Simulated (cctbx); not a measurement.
**Li4Mn3Cr4O16 with cctbx, script by script**

Library: cctbx 2025.11. The data are simulated by the first script.

## 1. Simulate the data

run.py:

```python
from cctbx import adptbx, crystal, miller, sgtbx, xray
from cctbx.array_family import flex
from iotbx.shelx import hklf
from scitbx import matrix
import scitbx.random

cs = crystal.symmetry(unit_cell=(9.769, 11.36, 5.241, 90, 108.5, 90), space_group_symbol='Hall: -C 2y')  # C2/m
atoms = [  # label, site, U (iso, or U11 U22 U33 U12 U13 U23 in A^2), occupancy
    ("Mn1", (0.5, 0.7485, 0), (0.0123, 0.0268, 0.0093, 0.0000, -0.0003, 0.0000), 1),
    ("Mn2", (0.5, 0, 0), (0.0128, 0.0215, 0.0104, 0.0000, 0.0026, 0.0000), 1),
    ("Cr1", (0.2456, 0.874, 0.9932), (0.0131, 0.0112, 0.0106, 0.0007, 0.0044, 0.0001), 1),
    ("O1", (0.1469, 0, 0.7843), (0.0165, 0.0124, 0.0130, 0.0000, 0.0014, 0.0000), 1),
    ("O2", (0.3724, 0.6365, 0.7921), (0.0200, 0.0130, 0.0178, 0.0038, 0.0040, 0.0027), 1),
    ("O3", (0.3769, 0.8803, 0.812), (0.0172, 0.0189, 0.0190, 0.0024, 0.0025, -0.0035), 1),
    ("O4", (0.3653, 0.7445, 0.2234), (0.0709, 0.0133, 0.0225, -0.0089, 0.0300, -0.0035), 1),
    ("O5", (0.3646, 0, 0.2059), (0.0241, 0.0214, 0.0135, 0.0000, 0.0067, 0.0000), 1),
    ("Li1", (0.5, 0.6309, 0.5), (0.0280, 0.0247, 0.0271, 0.0000, 0.0015, 0.0000), 1),
    ("Li2", (0.2514, 0, 0.4846), (0.0135, 0.0111, 0.0112, 0.0000, 0.0040, 0.0000), 1),
]
xs = xray.structure(crystal_symmetry=cs)
for label, site, u, occ in atoms:
    u = adptbx.u_cif_as_u_star(cs.unit_cell(), u) if isinstance(u, tuple) else u
    xs.add_scatterer(xray.scatterer(label, site=site, u=u, occupancy=occ))
xs.set_inelastic_form_factors(0.71073, "sasaki")
xs.show_summary()
p1 = xs.expand_to_p1()
ms = miller.build_set(p1, anomalous_flag=True, d_min=0.77)
flex.set_random_seed(713230)
scitbx.random.set_random_seed(713230)
ms = ms.select(flex.random_double(ms.size()) < 0.5)
i = ms.structure_factors_from_scatterers(p1, algorithm="direct").f_calc().as_intensity_array().data()
i = i * 40000 / flex.max(i)
sig = flex.sqrt(i + flex.pow2(0.04 * i) + 8 ** 2)
noise = scitbx.random.variate(scitbx.random.normal_distribution())(i.size())
data = ms.array(data=i + sig * noise, sigmas=sig).set_observation_type_xray_intensity()
with open("data.hkl", "w") as f:
    data.export_as_shelx_hklf(f)
print("reflections written:", data.size(), " <I/sigma> = %.1f" % flex.mean(data.data() / data.sigmas()))
for h, a, b in list(data.sort("data"))[:12]:
    print("%4d%4d%4d %9.1f %7.1f" % (h + (a, b)))
```

```console
$ python run.py
```

```text
Number of scatterers: 10
At special positions: 6
Unit cell: (9.769, 11.36, 5.241, 90, 108.5, 90)
Space group: C 1 2/m 1 (No. 12)
reflections written: 2483  <I/sigma> = 4.7
   4   0  -2   41226.3  1575.3
   2   4   1   39594.1  1612.5
   2  -4   1   38742.4  1612.5
   0   0  -1   38243.1  1475.8
  -2  -4  -1   37413.9  1612.5
   0   0   1   36995.7  1475.8
   0   8   0   20558.1   838.1
   4   0   2   20185.0   804.7
  -2  -4   3   19632.3   819.1
   6  -4  -1   19325.9   788.4
   6   4  -1   19289.6   788.4
   2  -4  -3   19227.1   819.1
```

Run time: 0.39 s on 1 thread of Arm Neoverse N1, on a shared host, peak memory 0.07 GiB.

## 2. Symmetry

run.py:

```python
from cctbx import crystal, sgtbx, statistics
from cctbx.array_family import flex
from iotbx.shelx import hklf

p1 = crystal.symmetry(unit_cell=(9.769, 11.36, 5.241, 90, 108.5, 90), space_group_symbol="P 1")
raw = hklf.reader(file_name="data.hkl").as_miller_arrays(crystal_symmetry=p1, anomalous=True)[0]
print(raw.size(), "reflections to d = %.3f A" % raw.d_min())
isig = raw.data() / raw.sigmas()
print("centring   violations  <I/sigma> of those")
best = "P"
for c in "ABCIRF":
    a = raw.customized_copy(space_group_info=sgtbx.space_group_info("Hall: %s 1" % c)).sys_absent_flags().data()
    m = flex.mean(isig.select(a))
    print("%5s %10d of %5d %8.1f" % (c, (isig.select(a) > 4).count(True), a.count(True), m))
    if (isig.select(a) > 4).count(True) < 0.01 * a.count(True):
        best = c
raw = raw.select(~raw.customized_copy(space_group_info=sgtbx.space_group_info("Hall: %s 1" % best)).sys_absent_flags().data())
isig = raw.data() / raw.sigmas()
rows = []
for s in sgtbx.space_group_symbol_iterator():
    g = sgtbx.space_group(s)
    if g.conventional_centring_type_symbol() != best or not g.is_compatible_unit_cell(p1.unit_cell(), 1e-3, 0.02):
        continue
    rows.append((s, g))
print("Laue class    unique    Rint  (classes that these axes allow; Friedel mates merged)")
rint = {}
for s, g in rows:
    laue = g.build_derived_patterson_group()
    key = laue.type().hall_symbol()
    if key not in rint:
        m = raw.customized_copy(space_group_info=laue.info(), anomalous_flag=False).merge_equivalents()
        rint[key] = m.r_int()
        print("%-14s %6d %7.3f" % (laue.type().lookup_symbol(), m.array().size(), m.r_int()))
floor = min(rint.values())
good = [(s, g) for s, g in rows if rint[g.build_derived_patterson_group().type().hall_symbol()] < 2 * floor + 0.03]
top = max(g.build_derived_patterson_group().order_z() for s, g in good)
print("space group    extra absences  I>4sigma  <I/sigma>")
for s, g in good:
    laue = g.build_derived_patterson_group()
    if laue.order_z() != top:
        continue
    a = raw.customized_copy(space_group_info=g.info()).sys_absent_flags().data()
    a &= ~raw.customized_copy(space_group_info=laue.info()).sys_absent_flags().data()
    bad = (isig.select(a) > 4).count(True)
    if bad <= 0.03 * a.count(True):
        print("%-16s %8d %10d %9s  %s" % (s.universal_hermann_mauguin(), a.count(True), bad, "%.1f" % flex.mean(isig.select(a)) if a.count(True) else "-", "centric" if g.is_centric() else "acentric"))
laue = max(good, key=lambda t: t[1].build_derived_patterson_group().order_z())[1].build_derived_patterson_group()
f = raw.customized_copy(space_group_info=laue.info(), anomalous_flag=False).merge_equivalents().array().eliminate_sys_absent().f_sq_as_f()
f.set_observation_type_xray_amplitude()
bins = max(3, min(8, f.size() // 12))
f.setup_binner(n_bins=bins)
w = statistics.wilson_plot(f, {e: n / laue.order_z() for e, n in {'Mn': 6.0, 'Cr': 8.0, 'O': 32.0, 'Li': 8.0}.items()}, e_statistics=True)
print("Wilson B = %.2f A^2   <|E^2-1|> = %.3f (0.968 centric, 0.736 acentric)   E^2>4: %.1f %%" % (w.wilson_b, w.mean_e_sq_minus_1, w.percent_e_sq_gt_2))
print("shell (A)         n   <I/sigma>")
m = raw.customized_copy(space_group_info=laue.info(), anomalous_flag=False).merge_equivalents().array().eliminate_sys_absent()
for b in m.setup_binner(n_bins=bins).range_used():
    sel = m.binner().selection(b)
    print("%5.2f - %4.2f %6d %8.1f" % (min(m.binner().bin_d_range(b)[0] if m.binner().bin_d_range(b)[0] > 0 else 99, 99), m.binner().bin_d_range(b)[1], sel.count(True), flex.mean((m.data() / m.sigmas()).select(sel))))
```

```console
$ python run.py
```

```text
2483 reflections to d = 0.770 A
centring   violations  <I/sigma> of those
    A        467 of  1274      4.7
    B        467 of  1249      4.8
    C          0 of  1211      0.0
    I        442 of  1218      4.8
    R        599 of  1667      4.7
    F        467 of  1867      3.2
Laue class    unique    Rint  (classes that these axes allow; Friedel mates merged)
C 1 2/m 1         622   0.028
space group    extra absences  I>4sigma  <I/sigma>
C 1 2 1                 0          0         -  acentric
C 1 m 1                 0          0         -  acentric
C 1 2/m 1               0          0         -  centric
Wilson B = 0.85 A^2   <|E^2-1|> = 1.385 (0.968 centric, 0.736 acentric)   E^2>4: 8.3 %
shell (A)         n   <I/sigma>
 7.18 - 1.54     85     18.0
 1.54 - 1.22     75     16.1
 1.22 - 1.07     75     12.6
 1.07 - 0.97     84      9.0
 0.97 - 0.90     68     11.6
 0.90 - 0.85     75     10.1
 0.85 - 0.81     83      9.8
 0.81 - 0.77     77      8.2
```

Time: 0.39 s.

## 3. Charge flipping

run.py:

```python
import itertools
from cctbx import crystal, maptbx
from cctbx.array_family import flex
from iotbx.shelx import hklf
from smtbx.ab_initio import charge_flipping as cf

cs = crystal.symmetry(unit_cell=(9.769, 11.36, 5.241, 90, 108.5, 90), space_group_symbol='Hall: -C 2y')  # C2/m
raw = hklf.reader(file_name="data.hkl").as_miller_arrays(crystal_symmetry=cs, anomalous=True)[0]
merged = raw.eliminate_sys_absent().merge_equivalents()
fo2 = merged.array().set_observation_type_xray_intensity()
f = fo2.average_bijvoet_mates().f_sq_as_f().resolution_filter(d_min=0.9)
p1 = f.expand_to_p1()
work = p1
flex.set_random_seed(55133)
it = cf.weak_reflection_improved_iterator(delta=None, weak_reflection_fraction=0.2)
it.start(work, phases=flex.random_double(p1.size()) * 6.2832, f_000=0)
it.delta = 0.9 * it.rho_map.sigma()
print("cycle      R  skewness")
for n, st in enumerate(itertools.islice(it, 200)):
    if n % 16 == 0:
        print("%5d %6.3f %8.2f" % (n, st.r1_factor(), st.rho_map.skewness()))
rho = p1.phase_transfer(it.f_calc).fft_map().apply_volume_scaling()
polish = cf.low_density_elimination_iterator(constant_rho_c=rho.sigma())
polish.start(f_obs=p1, phases=it.f_calc, f_000=0)
for _ in range(8):
    next(polish)
print("origin shift          correlation  skewness")
maps = []
for fc, shift, cc in itertools.islice(cf.f_calc_symmetrisations(f, polish.f_calc, 0), 4):
    m = f.phase_transfer(fc).fft_map(symmetry_flags=maptbx.use_space_group_symmetry, resolution_factor=0.25).apply_sigma_scaling()
    maps.append((m.skewness(), cc, m))
    print("%6.3f %6.3f %6.3f %10.3f %9.2f" % (tuple(shift) + (cc, m.skewness())))
skew, cc, m = max((t for t in maps if t[1] > maps[0][1] - 0.04), key=lambda t: t[0])
print("taken: symmetry correlation %.3f, skewness %.2f" % (cc, skew))
peaks = m.peak_search(parameters=maptbx.peak_search_parameters(min_distance_sym_equiv=0.9, max_clusters=15)).all()
sps = cs.special_position_settings(min_distance_sym_equiv=0.5)
print("peak      x       y       z  mult  height/sigma")
for k, (x, h) in enumerate(zip(peaks.sites(), peaks.heights())):
    ss = sps.site_symmetry(x)
    print("Q%-3d %7.4f %7.4f %7.4f %4d %8.1f" % ((k + 1,) + tuple(t % 1 for t in ss.exact_site()) + (ss.multiplicity(), h)))
```

```console
$ python run.py
```

```text
cycle      R  skewness
    0  0.528     0.58
   16  0.362     3.40
   32  0.315     3.23
   48  0.320     3.09
   64  0.307     3.08
   80  0.320     3.06
   96  0.294     3.13
  112  0.313     3.12
  128  0.312     3.14
  144  0.320     3.05
  160  0.317     3.05
  176  0.312     3.07
  192  0.339     3.04
origin shift          correlation  skewness
 0.189  0.349  0.044      0.983      2.75
 0.189  0.473  0.044      0.983      2.68
 0.189  0.098  0.044      0.983      2.79
 0.189  0.224  0.044      0.983      2.76
taken: symmetry correlation 0.983, skewness 2.79
peak      x       y       z  mult  height/sigma
Q1    0.2500  0.2500  0.5000    4      9.8
Q2    0.0000  0.1260  0.5000    4      8.8
Q3    0.1375  0.0000  0.7060    4      7.3
Q4    0.2483  0.0000  0.5077    4      6.5
Q5    0.1209  0.1260  0.2962    8      6.3
Q6    0.1287  0.2459  0.7071    8      5.9
Q7    0.1220  0.5000  0.7003    4      5.6
Q8    0.0000  0.3728  0.5000    4      4.8
Q9    0.0000  0.5000  0.0000    2      3.7
Q10   0.1215  0.3745  0.2918    8      3.7
Q11   0.0936  0.2551  0.3048    8      2.0
Q12   0.1255  0.1859  0.5054    8      1.6
Q13   0.1476  0.3387  0.5036    8      1.5
Q14   0.1341  0.0723  0.5053    8      1.5
Q15   0.2313  0.1242  0.9787    8      1.3
```

Time: 0.53 s.

## 4. Refinement (model from the peaks)

run.py:

```python
import math
from cctbx import adptbx, crystal, maptbx, sgtbx, xray
from cctbx.array_family import flex
from cctbx.xray import observations
from iotbx.shelx import hklf
from scitbx.lstbx import normal_eqns_solving
from smtbx import absolute_structure, utils
from smtbx.refinement import constraints, least_squares

cs = crystal.symmetry(unit_cell=(9.769, 11.36, 5.241, 90, 108.5, 90), space_group_symbol='Hall: -C 2y')  # C2/m
atoms = [  # label, site, U (iso, or U11 U22 U33 U12 U13 U23 in A^2), occupancy
    ("Cr1", (0.25, 0.25, 0.5), 0.0200, 1),
    ("Mn1", (0, 0.126, 0.5), 0.0200, 1),
    ("Cr2", (0.1375, 0, 0.706), 0.0200, 1),
    ("O1", (0.2483, 0, 0.5077), 0.0200, 1),
    ("O2", (0.1209, 0.126, 0.2962), 0.0200, 1),
    ("O3", (0.1287, 0.2459, 0.7071), 0.0200, 1),
    ("O4", (0.122, 0.5, 0.7003), 0.0200, 1),
    ("Mn2", (0, 0.5, 0), 0.0200, 1),
    ("O5", (0.1215, 0.3745, 0.2918), 0.0200, 1),
    ("Li1", (0.0936, 0.2551, 0.3048), 0.0200, 1),
]
xs = xray.structure(crystal_symmetry=cs)
for label, site, u, occ in atoms:
    u = adptbx.u_cif_as_u_star(cs.unit_cell(), u) if isinstance(u, tuple) else u
    xs.add_scatterer(xray.scatterer(label, site=site, u=u, occupancy=occ))
xs.set_inelastic_form_factors(0.71073, "sasaki")
raw = hklf.reader(file_name="data.hkl").as_miller_arrays(crystal_symmetry=cs, anomalous=True)[0]
merged = raw.eliminate_sys_absent().merge_equivalents()
fo2 = merged.array().set_observation_type_xray_intensity()
print("Rint %.3f, %d unique reflections to %.2f A" % (merged.r_int(), fo2.size(), fo2.d_min()))
for sc in xs.scatterers():
    sc.flags.set_grad_site(True)
    sc.flags.set_grad_u_aniso(sc.flags.use_u_aniso())
    sc.flags.set_grad_u_iso(sc.flags.use_u_iso())
obs = fo2.as_xray_observations()
extra = {}
rep = constraints.reparametrisation(xs, [], utils.connectivity_table(xs), **extra)
ls = least_squares.crystallographic_ls(obs, rep, weighting_scheme=least_squares.mainstream_shelx_weighting(a=0, b=0))
print("cycle     R1     wR2    GooF  max shift (A)")
for cycle in range(6):
    ls.build_up()
    r1, wr2, goof = ls.r1_factor(cutoff_factor=2)[0], ls.wR2(), ls.goof()
    old = xs.sites_cart()
    normal_eqns_solving.levenberg_marquardt_iterations(ls, n_max_iterations=3, tau=0.0001, step_threshold=1e-7)
    big = flex.max((xs.sites_cart() - old).norms())
    print("%4d %7.4f %7.4f %7.3f %9.5f" % (cycle + 1, r1, wr2, goof, big))
    ls.build_up(objective_only=True)
    if abs(ls.wR2() - wr2) < 5e-5 and big < 5e-4:
        break
ls.build_up()
print("final R1 %.4f wR2 %.4f GooF %.3f  parameters %d  data/parameter %.1f" % (ls.r1_factor(cutoff_factor=2)[0], ls.wR2(), ls.goof(), ls.n_parameters, fo2.size() / ls.n_parameters))
cov = ls.covariance_matrix_and_annotations()
su = dict(zip(cov.annotations, (math.sqrt(max(v, 0)) for v in cov.matrix.matrix_packed_u_diagonal())))
a2 = cs.unit_cell().reciprocal_parameters()[0] ** -2
print("atom        x        y        z      Ueq    occ   su(xyz)  su(Uiso or U11)")
for sc in xs.scatterers():
    s = max(su.get(sc.label + k, 0) for k in (".x", ".y", ".z"))
    npd = "" if sc.is_positive_definite_u(cs.unit_cell()) else "  NPD"
    print("%-5s %8.5f %8.5f %8.5f %8.4f %6.3f %8.5f %7.4f%s" % ((sc.label,) + sc.site + (sc.u_iso_or_equiv(cs.unit_cell()), sc.occupancy, s, su.get(sc.label + ".uiso", su.get(sc.label + ".u11", 0) * a2), npd)))
fo = fo2.f_sq_as_f()
fc = fo.structure_factors_from_scatterers(xs, algorithm="direct").f_calc()
diff = fo.f_obs_minus_f_calc(1 / math.sqrt(ls.scale_factor()), fc).average_bijvoet_mates()
m = diff.fft_map(symmetry_flags=maptbx.use_space_group_symmetry, resolution_factor=0.25).apply_volume_scaling()
print("difference map: max %.2f min %.2f rms %.2f" % (m.statistics().max(), m.statistics().min(), m.statistics().sigma()))
peaks = m.peak_search(parameters=maptbx.peak_search_parameters(min_distance_sym_equiv=0.6, max_clusters=5)).all()
near = xs.closest_distances(peaks.sites(), distance_cutoff=4)
sps = cs.special_position_settings(min_distance_sym_equiv=0.5)
for k, (x, h) in enumerate(zip(peaks.sites(), peaks.heights())):
    ss = sps.site_symmetry(x)
    print("Q%-3d %7.4f %7.4f %7.4f %4d %7.2f  %.2f A from %s" % ((k + 1,) + tuple(t % 1 for t in ss.exact_site()) + (ss.multiplicity(), h, near.smallest_distances[k], xs.scatterers()[near.i_seqs[k]].label)))
```

```console
$ python run.py
```

```text
Rint 0.028, 622 unique reflections to 0.77 A
cycle     R1     wR2    GooF  max shift (A)
   1  0.6908  0.9094  14.550   0.28818
   2  0.5198  0.7909  12.654   0.28099
   3  0.4758  0.7548  12.077   0.30095
   4  0.4534  0.7258  11.612   0.12751
   5  0.4843  0.7599  12.158   0.16925
   6  0.4292  0.7021  11.233   0.14938
final R1 0.4300 wR2 0.6889 GooF 11.022  parameters 29  data/parameter 21.4
atom        x        y        z      Ueq    occ   su(xyz)  su(Uiso or U11)
Cr1    0.25000  0.25000  0.50000   0.0088  1.000  0.00000  0.0028
Mn1    0.00000  0.12689  0.50000   0.0053  1.000  0.00055  0.0025
Cr2    0.12381  0.00000  0.68479   0.2556  1.000  0.01637  0.0330
O1     0.27498  0.00000  0.51202   0.0001  1.000  0.00577  0.0062
O2     0.09008  0.13046  0.23801   0.0081  1.000  0.00731  0.0066
O3     0.14754  0.22747  0.73842   0.0444  1.000  0.00998  0.0109
O4     0.13321  0.50000  0.73111   0.0595  1.000  0.01640  0.0198
Mn2    0.00000  0.50000  0.00000   0.2044  1.000  0.00000  0.0305
O5     0.08986  0.37604  0.22905   0.0155  1.000  0.00840  0.0079
Li1    0.06398  0.25249  0.39512   0.2044  1.000  0.10163  0.1700
difference map: max 62.49 min -10.01 rms 4.09
Q1    0.2453  0.5000  0.4856    4   63.20  0.20 A from O1
Q2    0.0000  0.3747  0.5000    4   59.24  1.69 A from Li1
Q3    0.0000  0.1250  0.5000    4   54.09  0.02 A from Mn1
Q4    0.2500  0.2500  0.5000    4   51.58  0.00 A from Cr1
Q5    0.1094  0.0000  0.6911    4   21.17  0.15 A from Cr2
```

Time: 0.74 s.

Figures of merit this high mean that the model is still wrong or incomplete.

## 5. Charge flipping

run.py, as its changes from the last script of this kind:

```diff
@@ -13,2 +13,3 @@
-work = p1
-flex.set_random_seed(55133)
+p1.setup_binner_counting_sorted(reflections_per_bin=max(40, p1.size() // 12))
+work = p1.array(data=p1.data() / p1.amplitude_quasi_normalisations().data())
+flex.set_random_seed(55134)
@@ -19,2 +20,2 @@
-for n, st in enumerate(itertools.islice(it, 200)):
-    if n % 16 == 0:
+for n, st in enumerate(itertools.islice(it, 400)):
+    if n % 33 == 0:
```

```console
$ python run.py
```

```text
cycle      R  skewness
    0  0.550     0.28
   33  0.421     2.34
   66  0.421     2.36
   99  0.425     2.38
  132  0.417     2.25
  165  0.425     2.27
  198  0.409     2.34
  231  0.450     2.45
  264  0.408     2.33
  297  0.426     2.33
  330  0.415     2.28
  363  0.426     2.34
  396  0.417     2.33
origin shift          correlation  skewness
 0.415  0.261  0.241      0.991      4.01
 0.165  0.261  0.241      0.991      4.04
 0.165  0.386  0.241      0.991      3.98
 0.415  0.386  0.241      0.991      3.97
taken: symmetry correlation 0.991, skewness 4.04
peak      x       y       z  mult  height/sigma
Q1    0.1888  0.5000  0.6175    4     12.2
Q2    0.0497  0.1263  0.3731    8      8.6
Q3    0.2071  0.0000  0.6134    4      8.6
Q4    0.2020  0.2466  0.6208    8      8.0
Q5    0.0509  0.3790  0.3807    8      6.1
Q6    0.2093  0.3876  0.1694    8      1.9
Q7    0.2028  0.1118  0.1864    8      1.9
Q8    0.1228  0.5000  0.7944    4      1.7
Q9    0.0804  0.1413  0.6267    8      1.4
Q10   0.1784  0.0691  0.7731    8      1.4
Q11   0.0413  0.2282  0.8198    8      1.4
Q12   0.1649  0.2561  0.3646    8      1.3
Q13   0.2156  0.0794  0.4082    8      1.3
Q14   0.0988  0.0000  0.7867    4      1.2
Q15   0.0823  0.0601  0.2351    8      1.2
```

Time: 0.61 s.

[Logs are printed without paths, hosts, clocks, repeated set-up lines and the standing remarks that a program may print on its own settings, such as how far it seeks lower states.]
